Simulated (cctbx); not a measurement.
# EuTiS3: precision against data quality

Space group Pm-3m (no. 221), a = 4.8050 Å, b = 4.8050 Å, c = 4.8050 Å, α = 90.00°, β = 90.00°, γ = 90.00°.

```csv
atom,mult.,x,y,z,Ueq (Å²)
Eu1,1,0,0,0,0.0063
Ti1,1,1/2,1/2,1/2,0.0097
S1,3,1/2,0,1/2,0.0079
```

This is a model crystal, built by substitution and not relaxed, with assumed displacement parameters.

Five simulated data sets (cctbx; Ag Kα, λ = 0.56087 Å; 6 % proportional error) differ in resolution or exposure (noise floor 2 counts in the first three, 8 in the last two). Each is refined with the right model, isotropic at 1.1 Å and anisotropic otherwise. How do the figures of merit and the uncertainties move?

| d min (Å) | top counts | ⟨I/σ⟩ (unmerged, absences included) | unique | param. (scale apart) | Rint | R1 | GooF | largest s.u. xyz (fractional) | s.u. U of S1 (Å²) | largest error (Å) |
| --- | --- | --- | --- | --- | --- | --- | --- | --- | --- | --- |
| 1.1 | 40000 | 16.0 | 20 | 3 | 0.046 | 0.0046 | 0.70 | 0.00000 | 0.0005 | 0.0000 |
| 0.84 | 40000 | 15.9 | 34 | 4 | 0.047 | 0.0065 | 0.93 | 0.00000 | 0.0004 | 0.0000 |
| 0.6 | 40000 | 15.3 | 79 | 4 | 0.048 | 0.0052 | 1.01 | 0.00000 | 0.0001 | 0.0000 |
| 0.75 | 300 | 3.0 | 48 | 4 | 0.215 | 0.0202 | 0.67 | 0.00000 | 0.0009 | 0.0000 |
| 0.75 | 3000 | 10.0 | 48 | 4 | 0.063 | 0.0052 | 0.67 | 0.00000 | 0.0002 | 0.0000 |

The number of reflections grows roughly as 1/d³: 20, 34 and 79 here. R1 follows the noise rather than the truth: at 300 counts it is 0.0202, at 3000 counts 0.0052, while GooF is 0.67 and 0.67: the weights 1/σ² carry the noise. The s.u. of U (U11 where anisotropic) for S1 goes 0.0005, 0.0004, 0.0001 Å² with resolution and 0.0009, 0.0002 Å² with exposure.

Hardware for the 0.6 Å refinement: 0.66 s on 1 thread of Arm Neoverse N1 (shared host), peak memory 0.09 GiB.

[Logs are printed without paths, hosts, clocks, repeated set-up lines and the standing remarks that a program may print on its own settings, such as how far it seeks lower states.]
